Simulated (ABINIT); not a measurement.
## A GW run on SnO2 (Cassiterite) in ABINIT, with inputs changed

Aim: change inputs of a GW run on SnO2 (Cassiterite) and see what moves.

Main program and level: ABINIT 10.8.3; PBE and many-body steps on it, plane waves.

Report form: the programs' logs are mostly left out.

## 1. Set-up

The structure is tetragonal, space group P4_2/mnm (No. 136). The conventional cell has a = 4.738 Å, b = 4.738 Å, c = 3.187 Å, α = 90.00°, β = 90.00°, γ = 90.00°. Sn has 6 O at 2.05 to 2.06 Å nearest. O has 3 Sn at 2.05 to 2.06 Å nearest. Farther neighbours and most contacts between anions are not listed.

As a file:

```cif
data_structure
_symmetry_space_group_name_H-M 'P4_2/mnm'
_symmetry_Int_Tables_number 136
_cell_length_a 4.7380
_cell_length_b 4.7380
_cell_length_c 3.1865
_cell_angle_alpha 90.000
_cell_angle_beta 90.000
_cell_angle_gamma 90.000
_cell_volume 71.53
loop_
_atom_site_label
_atom_site_type_symbol
_atom_site_symmetry_multiplicity
_atom_site_Wyckoff_symbol
_atom_site_fract_x
_atom_site_fract_y
_atom_site_fract_z
_atom_site_occupancy
Sn1 Sn 2 a 0.00000 0.00000 0.00000 1
O1 O 4 f 0.30710 0.30710 0.00000 1
```

The cell and positions come from the Crystallography Open Database and are kept as given unless a step says otherwise.

## 2. Screening, 4×4×4 mesh, 80 bands, screening to 122.5 eV

This step: ABINIT 10.8.3; RPA screening on PBE, plane waves, norm-conserving pseudopotentials.

The RPA dielectric matrix is built and inverted for each q.

Contents of run.abi:

```
acell 3*1.0 Angstrom
rprim 
  4.738000000000 0.000000000000 0.000000000000
  0.000000000000 4.738000000000 0.000000000000
  0.000000000000 0.000000000000 3.186500000000
ntypat 2
znucl 50 8
natom 6
typat 1 1 2 2 2 2
xred 
  0.000000000000 0.000000000000 0.000000000000
  0.500000000000 0.500000000000 0.500000000000
  0.307100000000 0.307100000000 0.000000000000
  0.192900000000 0.807100000000 0.500000000000
  0.692900000000 0.692900000000 0.000000000000
  0.807100000000 0.192900000000 0.500000000000
pp_dirpath "pseudos"
pseudos "Sn.upf, O.upf"
ecut 36
ngkpt 4 4 4
nshiftk 1
shiftk 0 0 0
kptopt 1
chksymbreak 0
istwfk *1
occopt 1
irdwfk 1
optdriver 3
nband 80
ecuteps 4.5
inclvkb 2
awtr 1
symchi 1
indata_prefix "in"
outdata_prefix "out"
tmpdata_prefix "tmp"
```

On the command line:

```console
$ OMP_NUM_THREADS=1 mpirun -n 8 abinit run.abi > log
```

The job ended after 1.8 min (8 MPI ranks of Intel Xeon Platinum 8488C (Sapphire Rapids), shared host; peak memory 3.5 GiB).

This step gave:

```
ε∞ with local fields, on this mesh, along the program's q direction : 4.604
the same without local fields                                       : 4.809
plasma frequency                                                    : 31.66 eV
plane waves in the screening matrix                                 : 217
```

Local fields lower ε∞ by 4 %. On a Γ-centred mesh this coarse the value itself is usually too large, while a short band sum pulls it down.

## 3. Base

The self-energy is evaluated for the states that the input lists, and the levels follow from it, in one-shot runs by the linearised quasiparticle equation.

This step: G0W0 on PBE, plane waves, norm-conserving pseudopotentials.

run.abi: that of step 2 with these lines changed.

```diff
@@ -27,8 +27,15 @@
 irdwfk 1
-optdriver 3
+optdriver 4
 nband 80
+gwcalctyp 0
+ecutsigx 36
+symsigma 1
+nkptgw 1
+kptgw 
+  0.0000000000 0.0000000000 0.0000000000
+bdgw 
+  24 28
 ecuteps 4.5
-inclvkb 2
-awtr 1
-symchi 1
+irdscr 1
+ppmodel 1
 indata_prefix "in"
```

Run time: 7.3 s. Hardware: 8 MPI ranks; peak memory 1.9 GiB.

This step gave:

- G0W0 gap on the points computed: 2.343 eV
- starting gap on the mesh: 1.265 eV
- k of the valence top: 0, 0, 0
- k of the conduction bottom: 0, 0, 0
- Z at the valence top: 0.789
- Z at the conduction bottom: 0.841
- least direct G0W0 gap on the computed points: 2.343 eV

The gap on the mesh goes from 1.27 eV to 2.34 eV, a correction of +1.08 eV.

## 4. Coulomb singularity

run.abi: that of step 3 with these lines changed.

```diff
@@ -40,2 +40,3 @@
 ppmodel 1
+gw_icutcoul 0
 indata_prefix "in"
```

Elapsed: 7.9 s, on 8 MPI ranks; peak memory 1.9 GiB; 61 s of CPU time.

This step gave:

```
G0W0 gap on the points computed              : 2.506 eV
starting gap on the mesh                     : 1.265 eV
k of the valence top                         : 0, 0, 0
k of the conduction bottom                   : 0, 0, 0
Z at the valence top                         : 0.797
Z at the conduction bottom                   : 0.843
least direct G0W0 gap on the computed points : 2.506 eV
```

Against G0W0 in ABINIT (4×4×4 mesh, 80 bands, screening to 122.5 eV, Godby-Needs plasmon pole), the gap moves by +0.163 eV.

## 5. The runs together

Times are wall times on 8 MPI ranks of Intel Xeon Platinum 8488C (Sapphire Rapids), shared host, good to a factor of about two. A run's time includes the screening step that it read.

```csv
run,mesh,bands,screening cutoff (eV),DFT gap (eV),gap on the mesh (eV),direct (eV),ε∞ used,time
base,4×4×4,80,122.5,1.265,2.343,2.343,4.60,1.9 min
Coulomb singularity,4×4×4,80,122.5,1.265,2.506,2.506,4.60,1.9 min
```

## 6. Results

```yaml
base: 2.343 eV
coulomb_singularity: 2.506 eV
known_limits: not at the basis limit; exchange with frozen shells missing; no spin-orbit coupling; coarse k mesh
```

Coulomb singularity: +0.163 eV against base (keys changed: gw_icutcoul). Bands and cutoff are finite, so the gap is not at the basis limit. The miss can reach some tenths of an eV and take either sign; the mesh is an error of its own. In the G0W0 runs levels were corrected at 1 k point alone, so a gap called «on the mesh» is the least over those, and an edge elsewhere would be missed. The 4×4×4 mesh is coarse for this cell, which bears on the long-range parts of exchange and screening. The norm-conserving file of at least one element keeps a d shell over frozen s and p shells of the same row. Exchange with those shells is missing from the self-energy, an error of 0.3 to 0.9 eV in cases checked, whose sign depends on which edge lies on those atoms. The many-body steps are scalar-relativistic: spin-orbit coupling is not in them.

[Paths, hosts, dates, memory and timing lines, banners, echoed tables and standing remarks are left out of the program output.]

[Logs are printed without paths, hosts, clocks, repeated set-up lines and the standing remarks that a program may print on its own settings, such as how far it seeks lower states.]

[Runs of the session that timed out or met a known fault of the program may be left out.]

[Hosts, paths, dates, database ids (printed as entryN), source tags and the programs' standing remarks are cut or masked in the printed files.]

[G0W0 gaps are taken among the corrected bands and points alone; a level outside them can change the order at an edge.]

[Where Ansatz stands beside ABINIT at settings called matched, ABINIT's density can come from a denser mesh and the files from another edition; pairs whose starting gaps differed by over 0.03 eV were left out, so agreement reads better than it is.]
